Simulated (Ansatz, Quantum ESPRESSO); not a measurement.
# Pb(111) with two intrinsic faults two layers apart (four hcp-stacked layers): ballistic transmission, part 2 of 4

How well does the junction conduct in the ballistic limit? It is: Pb(111) with two intrinsic faults two layers apart (four hcp-stacked layers).

Quantum ESPRESSO 7.5; plane-wave DFT, PBE, GBRV ultrasoft pseudopotentials; cross-check by Ansatz 0.2.0 with PAW datasets.

So far. Step 2 (Self-consistent run): The run needed 8 iterations to bring the estimated error under 1e-07 Ry; the largest force on any atom, held or free, is 0.06 eV/Å.

## (3) The open system

Level of this step: transmission by pwcond, lead and junction from one cell; plane-wave DFT, PBE, GBRV ultrasoft pseudopotentials (Quantum ESPRESSO).

prefixt takes both regions from one run: the lead from 0 to bdl, the scattering region from bdl to bds (units of alat). ikind = 1 puts the same lead on both sides. The program's T_tot counts both spins in a run without spin; the tables below give T per spin.

Input file cond.in:

```
&inputcond
  outdir = './out'
  prefixt = 'scf'
  tran_file = 'cond.dat'
  bdl = 2.4494897422
  bds = 13.0639452936
  ikind = 1
  ewind = 4.0
  epsproj = 1e-05
  nz1 = 7
  energy0 = 0.4
  denergy = -0.4
/
19
  0.00000000 0.00000000 0.00694444
  0.00000000 0.08333333 0.04166667
  0.00000000 0.16666667 0.04166667
  0.00000000 0.25000000 0.04166667
  0.00000000 0.33333333 0.04166667
  0.00000000 0.41666667 0.04166667
  0.00000000 0.50000000 0.02083333
  0.08333333 0.16666667 0.04166667
  0.08333333 0.25000000 0.08333333
  0.08333333 0.33333333 0.08333333
  0.08333333 0.41666667 0.08333333
  0.08333333 0.50000000 0.08333333
  0.16666667 0.33333333 0.04166667
  0.16666667 0.41666667 0.08333333
  0.16666667 0.50000000 0.08333333
  0.16666667 0.58333333 0.04166667
  0.25000000 0.50000000 0.04166667
  0.25000000 0.58333333 0.08333333
  0.33333333 0.66666667 0.01388889
3
```

On the command line:

```sh
> OMP_NUM_THREADS=1 mpirun -n 4 pwcond.x -in cond.in > cond.out
```

Log:

```text
[banner, memory and clock lines left out]
Program PWCOND v.7.5 starts

          URL

     ./out/scf.save/

     IMPORTANT: XC functional enforced from input :
     Exchange-correlation= PBE
                           (   1   4   3   4   0   0   0)
     Any further DFT definition will be discarded
     Please, verify this is what you really want

     Check: negative core charge=   -0.000009

     negative rho (up, down):  2.545E-01 0.000E+00
     Reading collected, re-writing distributed wavefunctions

===== INPUT FILE containing all the regions =====

     GEOMETRY:

     lattice parameter (alat)  =       6.7213  a.u.
     the volume                =    3435.2674 (a.u.)^3
     the cross section         =      39.1232 (a.u.)^2
     l of the unit cell        =      13.0639 (alat)
     number of atoms/cell      =           16
     number of atomic types    =            1

     crystal axes: (cart. coord. in units of alat)
               a(1) = (  1.0000  0.0000  0.0000 )
               a(2) = (  0.5000  0.8660  0.0000 )
               a(3) = (  0.0000  0.0000 13.0639 )

   Cartesian axes

     site n.     atom                  positions (alat units)
          1        Pb     tau(  1)=(  0.0000  0.0000 13.0639  )
          2        Pb     tau(  2)=(  0.5000  0.2887  0.8165  )
          3        Pb     tau(  3)=(  1.0000  0.5774  1.6330  )
          4        Pb     tau(  4)=(  0.0000  0.0000  2.4495  )
          5        Pb     tau(  5)=(  0.5000  0.2887  3.2660  )
          6        Pb     tau(  6)=(  1.0000  0.5774  4.0825  )
          7        Pb     tau(  7)=(  0.5000  0.2887  4.8990  )
          8        Pb     tau(  8)=(  1.0000  0.5774  5.7155  )
          9        Pb     tau(  9)=(  0.5000  0.2887  6.5320  )
         10        Pb     tau( 10)=(  1.0000  0.5774  7.3485  )
         11        Pb     tau( 11)=(  0.0000  0.0000  8.1650  )
         12        Pb     tau( 12)=(  0.5000  0.2887  8.9815  )
         13        Pb     tau( 13)=(  1.0000  0.5774  9.7980  )
         14        Pb     tau( 14)=(  0.0000  0.0000 10.6145  )
         15        Pb     tau( 15)=(  0.5000  0.2887 11.4310  )
         16        Pb     tau( 16)=(  1.0000  0.5774 12.2474  )

     nr1s                      =           27
     nr2s                      =           27
     nr3s                      =          360
     nr1sx                     =           27
     nr2sx                     =           27
     nr3sx                     =          360
     nr1                       =           32
     nr2                       =           32
     nr3                       =          400
     nr1x                      =           32
     nr2x                      =           32
     nr3x                      =          400

 _______________________________
  Radii of nonlocal spheres:

     type       ibeta     ang. mom.          radius (alat units)
       Pb         1         0                    0.3458
       Pb         2         0                    0.3458
       Pb         3         1                    0.3458
       Pb         4         1                    0.3458
       Pb         5         2                    0.3458
       Pb         6         2                    0.3458
----- General information -----

--- T calc. with identical leads (ikind=1) ---

     nrx                       =           27
     nry                       =           27
     nz1                       =            7

     energy0               =         4.0E-01
     denergy               =        -4.0E-01
     nenergy               =          3
     ecut2d                =         4.0E+01
     ewind                 =         4.0E+00
     epsproj               =         1.0E-05

     number of k_|| points=   19
                       cryst. coord.
        k(    1) = (   0.0000000   0.0000000), wk =   0.0069444
        k(    2) = (   0.0000000   0.0833333), wk =   0.0416667
        k(    3) = (   0.0000000   0.1666667), wk =   0.0416667
        k(    4) = (   0.0000000   0.2500000), wk =   0.0416667
        k(    5) = (   0.0000000   0.3333333), wk =   0.0416667
        k(    6) = (   0.0000000   0.4166667), wk =   0.0416667
        k(    7) = (   0.0000000   0.5000000), wk =   0.0208333
        k(    8) = (   0.0833333   0.1666667), wk =   0.0416667
        k(    9) = (   0.0833333   0.2500000), wk =   0.0833333
        k(   10) = (   0.0833333   0.3333333), wk =   0.0833333
        k(   11) = (   0.0833333   0.4166667), wk =   0.0833333
        k(   12) = (   0.0833333   0.5000000), wk =   0.0833333
        k(   13) = (   0.1666667   0.3333333), wk =   0.0416667
        k(   14) = (   0.1666667   0.4166667), wk =   0.0833333
        k(   15) = (   0.1666667   0.5000000), wk =   0.0833333
        k(   16) = (   0.1666667   0.5833333), wk =   0.0416667
        k(   17) = (   0.2500000   0.5000000), wk =   0.0416667
        k(   18) = (   0.2500000   0.5833333), wk =   0.0833333
        k(   19) = (   0.3333333   0.6666667), wk =   0.0138889
----- Information about left/right lead -----

     nocros                   =           18
     noins                    =           36
     norb                     =           72
     norbf                    =          252
     nrz                      =           67

      iorb      type   ibeta   ang. mom.   m       position (alat)
        1        1       1        0        1   taunew(   1)=(  0.0000  0.0000  0.0000)
        2        1       2        0        1   taunew(   2)=(  0.0000  0.0000  0.0000)
        3        1       3        1        1   taunew(   3)=(  0.0000  0.0000  0.0000)
        4        1       3        1        2   taunew(   4)=(  0.0000  0.0000  0.0000)
        5        1       3        1        3   taunew(   5)=(  0.0000  0.0000  0.0000)
        6        1       4        1        1   taunew(   6)=(  0.0000  0.0000  0.0000)
        7        1       4        1        2   taunew(   7)=(  0.0000  0.0000  0.0000)
        8        1       4        1        3   taunew(   8)=(  0.0000  0.0000  0.0000)
        9        1       5        2        1   taunew(   9)=(  0.0000  0.0000  0.0000)
       10        1       5        2        2   taunew(  10)=(  0.0000  0.0000  0.0000)
       11        1       5        2        3   taunew(  11)=(  0.0000  0.0000  0.0000)
       12        1       5        2        4   taunew(  12)=(  0.0000  0.0000  0.0000)
       13        1       5        2        5   taunew(  13)=(  0.0000  0.0000  0.0000)
       14        1       6        2        1   taunew(  14)=(  0.0000  0.0000  0.0000)
       15        1       6        2        2   taunew(  15)=(  0.0000  0.0000  0.0000)
       16        1       6        2        3   taunew(  16)=(  0.0000  0.0000  0.0000)
[...]
211        1       5        2        5   taunew( 211)=(  0.5000  0.2887  8.9815)
      212        1       6        2        1   taunew( 212)=(  0.5000  0.2887  8.9815)
      213        1       6        2        2   taunew( 213)=(  0.5000  0.2887  8.9815)
      214        1       6        2        3   taunew( 214)=(  0.5000  0.2887  8.9815)
      215        1       6        2        4   taunew( 215)=(  0.5000  0.2887  8.9815)
      216        1       6        2        5   taunew( 216)=(  0.5000  0.2887  8.9815)
      217        1       1        0        1   taunew( 217)=(  1.0000  0.5774  9.7980)
      218        1       2        0        1   taunew( 218)=(  1.0000  0.5774  9.7980)
      219        1       3        1        1   taunew( 219)=(  1.0000  0.5774  9.7980)
      220        1       3        1        2   taunew( 220)=(  1.0000  0.5774  9.7980)
      221        1       3        1        3   taunew( 221)=(  1.0000  0.5774  9.7980)
      222        1       4        1        1   taunew( 222)=(  1.0000  0.5774  9.7980)
      223        1       4        1        2   taunew( 223)=(  1.0000  0.5774  9.7980)
      224        1       4        1        3   taunew( 224)=(  1.0000  0.5774  9.7980)
      225        1       5        2        1   taunew( 225)=(  1.0000  0.5774  9.7980)
      226        1       5        2        2   taunew( 226)=(  1.0000  0.5774  9.7980)
      227        1       5        2        3   taunew( 227)=(  1.0000  0.5774  9.7980)
      228        1       5        2        4   taunew( 228)=(  1.0000  0.5774  9.7980)
      229        1       5        2        5   taunew( 229)=(  1.0000  0.5774  9.7980)
      230        1       6        2        1   taunew( 230)=(  1.0000  0.5774  9.7980)
      231        1       6        2        2   taunew( 231)=(  1.0000  0.5774  9.7980)
      232        1       6        2        3   taunew( 232)=(  1.0000  0.5774  9.7980)
      233        1       6        2        4   taunew( 233)=(  1.0000  0.5774  9.7980)
      234        1       6        2        5   taunew( 234)=(  1.0000  0.5774  9.7980)
      235        1       1        0        1   taunew( 235)=(  0.0000  0.0000 10.6145)
      236        1       2        0        1   taunew( 236)=(  0.0000  0.0000 10.6145)
      237        1       3        1        1   taunew( 237)=(  0.0000  0.0000 10.6145)
      238        1       3        1        2   taunew( 238)=(  0.0000  0.0000 10.6145)
      239        1       3        1        3   taunew( 239)=(  0.0000  0.0000 10.6145)
      240        1       4        1        1   taunew( 240)=(  0.0000  0.0000 10.6145)
      241        1       4        1        2   taunew( 241)=(  0.0000  0.0000 10.6145)
      242        1       4        1        3   taunew( 242)=(  0.0000  0.0000 10.6145)
      243        1       5        2        1   taunew( 243)=(  0.0000  0.0000 10.6145)
      244        1       5        2        2   taunew( 244)=(  0.0000  0.0000 10.6145)
      245        1       5        2        3   taunew( 245)=(  0.0000  0.0000 10.6145)
      246        1       5        2        4   taunew( 246)=(  0.0000  0.0000 10.6145)
      247        1       5        2        5   taunew( 247)=(  0.0000  0.0000 10.6145)
      248        1       6        2        1   taunew( 248)=(  0.0000  0.0000 10.6145)
      249        1       6        2        2   taunew( 249)=(  0.0000  0.0000 10.6145)
      250        1       6        2        3   taunew( 250)=(  0.0000  0.0000 10.6145)
      251        1       6        2        4   taunew( 251)=(  0.0000  0.0000 10.6145)
      252        1       6        2        5   taunew( 252)=(  0.0000  0.0000 10.6145)
 ngper, shell number =          121          15
 ngper, n2d =          121         107
---  E-Ef =    0.4000000  k =    0.0000000   0.0000000
---  ie =          1  ik =          1
 Nchannels of the left tip =            1
 Right moving states:
   k1(2pi/a)   k2(2pi/a)   E-Ef (eV)
   0.2197909   0.0000004   0.4000000
 Left moving states:
   k1(2pi/a)   k2(2pi/a)   E-Ef (eV)
  -0.2197909   0.0000004   0.4000000

 to transmit
 Band j to band i transmissions and reflections:
    j         i     |T_ij|^2    |R_ij|^2

    1 -->     1     1.00000     0.00000
   Total T_j, R_j =    1.00000  0.00000

E-Ef(ev), T(x2 spins) =    0.4000000   1.9999996
---  E-Ef =    0.0000000  k =    0.0000000   0.0000000
---  ie =          2  ik =          1
 Nchannels of the left tip =            1
 Right moving states:
   k1(2pi/a)   k2(2pi/a)   E-Ef (eV)
   0.1757040   0.0000004   0.0000000
 Left moving states:
   k1(2pi/a)   k2(2pi/a)   E-Ef (eV)
  -0.1757040   0.0000004   0.0000000

 to transmit
 Band j to band i transmissions and reflections:
    j         i     |T_ij|^2    |R_ij|^2

    1 -->     1     1.00000     0.00000
   Total T_j, R_j =    1.00000  0.00000

E-Ef(ev), T(x2 spins) =    0.0000000   1.9999993
---  E-Ef =   -0.4000000  k =    0.0000000   0.0000000
---  ie =          3  ik =          1
 Nchannels of the left tip =            1
 Right moving states:
   k1(2pi/a)   k2(2pi/a)   E-Ef (eV)
   0.1305496   0.0000004  -0.4000000
 Left moving states:
   k1(2pi/a)   k2(2pi/a)   E-Ef (eV)
  -0.1305496   0.0000004  -0.4000000

 to transmit
 Band j to band i transmissions and reflections:
    j         i     |T_ij|^2    |R_ij|^2

    1 -->     1     1.00000     0.00000
   Total T_j, R_j =    1.00000  0.00000

E-Ef(ev), T(x2 spins) =   -0.4000000   1.9999970
 ngper, shell number =          121          66
 ngper, n2d =          121         108
[... further energies and points left out ...]
---  E-Ef =    0.4000000  k =    0.3333333   0.6666667
---  ie =          1  ik =         19
 Nchannels of the left tip =            0
 Right moving states:
   k1(2pi/a)   k2(2pi/a)   E-Ef (eV)
 Left moving states:
   k1(2pi/a)   k2(2pi/a)   E-Ef (eV)

 to transmit
          E-Ef(ev), T =    0.4000000   0.0000000
---  E-Ef =    0.0000000  k =    0.3333333   0.6666667
---  ie =          2  ik =         19
 Nchannels of the left tip =            2
 Right moving states:
   k1(2pi/a)   k2(2pi/a)   E-Ef (eV)
   0.4817532   0.0000069   0.0000000
   0.4872426   0.0000006   0.0000000
 Left moving states:
   k1(2pi/a)   k2(2pi/a)   E-Ef (eV)
  -0.4817532   0.0000069   0.0000000
  -0.4872426   0.0000006   0.0000000

 to transmit
 Band j to band i transmissions and reflections:
    j         i     |T_ij|^2    |R_ij|^2

    1 -->     1     0.01345     0.98655
    1 -->     2     0.00000     0.00000
   Total T_j, R_j =    0.01345  0.98655

    2 -->     1     0.00000     0.00000
    2 -->     2     0.18142     0.81858
   Total T_j, R_j =    0.18142  0.81858

E-Ef(ev), T(x2 spins) =    0.0000000   0.3897479
---  E-Ef =   -0.4000000  k =    0.3333333   0.6666667
---  ie =          3  ik =         19
 Nchannels of the left tip =            3
 Right moving states:
   k1(2pi/a)   k2(2pi/a)   E-Ef (eV)
   0.3159230   0.0000070  -0.4000000
   0.3165260   0.0000005  -0.4000000
   0.3171564   0.0000070  -0.4000000
 Left moving states:
   k1(2pi/a)   k2(2pi/a)   E-Ef (eV)
  -0.3159230   0.0000070  -0.4000000
  -0.3165260   0.0000005  -0.4000000
  -0.3171564   0.0000070  -0.4000000

 to transmit
 Band j to band i transmissions and reflections:
    j         i     |T_ij|^2    |R_ij|^2

    1 -->     1     0.59543     0.40457
    1 -->     2     0.00000     0.00000
    1 -->     3     0.00000     0.00000
   Total T_j, R_j =    0.59543  0.40457

    2 -->     1     0.00000     0.00000
    2 -->     2     0.93053     0.06947
    2 -->     3     0.00000     0.00000
   Total T_j, R_j =    0.93053  0.06947

    3 -->     1     0.00000     0.00000
    3 -->     2     0.00000     0.00000
    3 -->     3     0.59083     0.40917
   Total T_j, R_j =    0.59083  0.40917

E-Ef(ev), T(x2 spins) =   -0.4000000   4.2335713
   T_tot     0.40000      0.20277E+01
   T_tot     0.00000      0.20329E+01
   T_tot    -0.40000      0.20015E+01

Note: The following floating-point exceptions are signalling: IEEE_UNDERFLOW_FLAG
Note: The following floating-point exceptions are signalling: IEEE_UNDERFLOW_FLAG
Note: The following floating-point exceptions are signalling: IEEE_UNDERFLOW_FLAG
Note: The following floating-point exceptions are signalling: IEEE_UNDERFLOW_FLAG
```

It took 4.7 min on 4 MPI ranks of Arm Neoverse V1, shared host; peak memory 0.39 GiB.

Numbers from this step:

* lead channels at the Fermi level, one spin: 1.285
* transmission at the Fermi level, one spin: 1.016
* conductance: 1.016 G₀

Per spin; mean over the k mesh across the current. The open channels, zone mean by energy, zero at the Fermi level:

| energy (eV) | open channels, zone mean |
| --- | --- |
| -0.400 | 1.26 |
| 0.000 | 1.28 |
| 0.400 | 1.22 |

Per spin; mean over the k mesh across the current. The transmission, zone mean by energy, zero at the Fermi level:

| energy (eV) | transmission, zone mean |
| --- | --- |
| -0.400 | 1.00 |
| 0.000 | 1.02 |
| 0.400 | 1.01 |

At 0.000 eV; k in fractions of b1, b2. Transmission by k point:

| k1 | k2 | weight | t | channels |
| --- | --- | --- | --- | --- |
| 0 | 0 | 0.006944 | 1 | 1 |
| 0 | 0.08333 | 0.04167 | 1 | 1 |
| 0 | 0.1667 | 0.04167 | 1 | 1 |
| 0 | 0.25 | 0.04167 | 0.9038 | 1 |
| 0 | 0.3333 | 0.04167 | 1.932 | 2 |
| 0 | 0.4167 | 0.04167 | 0.942 | 1 |
| 0 | 0.5 | 0.02083 | 0 | 0 |
| 0.08333 | 0.1667 | 0.04167 | 1 | 1 |
| 0.08333 | 0.25 | 0.08333 | 0.9998 | 1 |
| 0.08333 | 0.3333 | 0.08333 | 1.827 | 2 |
| 0.08333 | 0.4167 | 0.08333 | 0.9294 | 1 |
| 0.08333 | 0.5 | 0.08333 | 0.6473 | 1 |
| 0.1667 | 0.3333 | 0.04167 | 0.9385 | 1 |
| 0.1667 | 0.4167 | 0.08333 | 0.9996 | 1 |
| 0.1667 | 0.5 | 0.08333 | 0.9999 | 1 |
| 0.1667 | 0.5833 | 0.04167 | 0.3759 | 3 |
| 0.25 | 0.5 | 0.04167 | 0.3231 | 1 |
| 0.25 | 0.5833 | 0.08333 | 1.47 | 2 |
| 0.3333 | 0.6667 | 0.01389 | 0.1949 | 2 |

The program's own clock; routines nest. Time by routine:

| routine | wall time (s) | calls |
| --- | --- | --- |
| PWCOND | 278.8 | 1 |
| scatter_forw | 230.8 | 114 |
| local | 22.43 | 19 |
| compbs | 19.52 | 57 |
| compbs_2 | 16.23 | 57 |
| init | 0.66 | 1 |
| poten | 0.09 | 1 |

At no point does T exceed the number of channels.

(Part 2 of 4 ends here.)

[Logs are printed without paths, hosts, clocks, repeated set-up lines and the standing remarks that a program may print on its own settings, such as how far it seeks lower states.]

[Hosts, paths, dates, database ids (printed as entryN), source tags and the programs' standing remarks are cut or masked in the printed files.]

[Maps of the electrostatic potential energy from Ansatz leave out the sawtooth potential of an applied field or a dipole correction, so their vacuum need not be flat; planar profiles and work functions include it.]
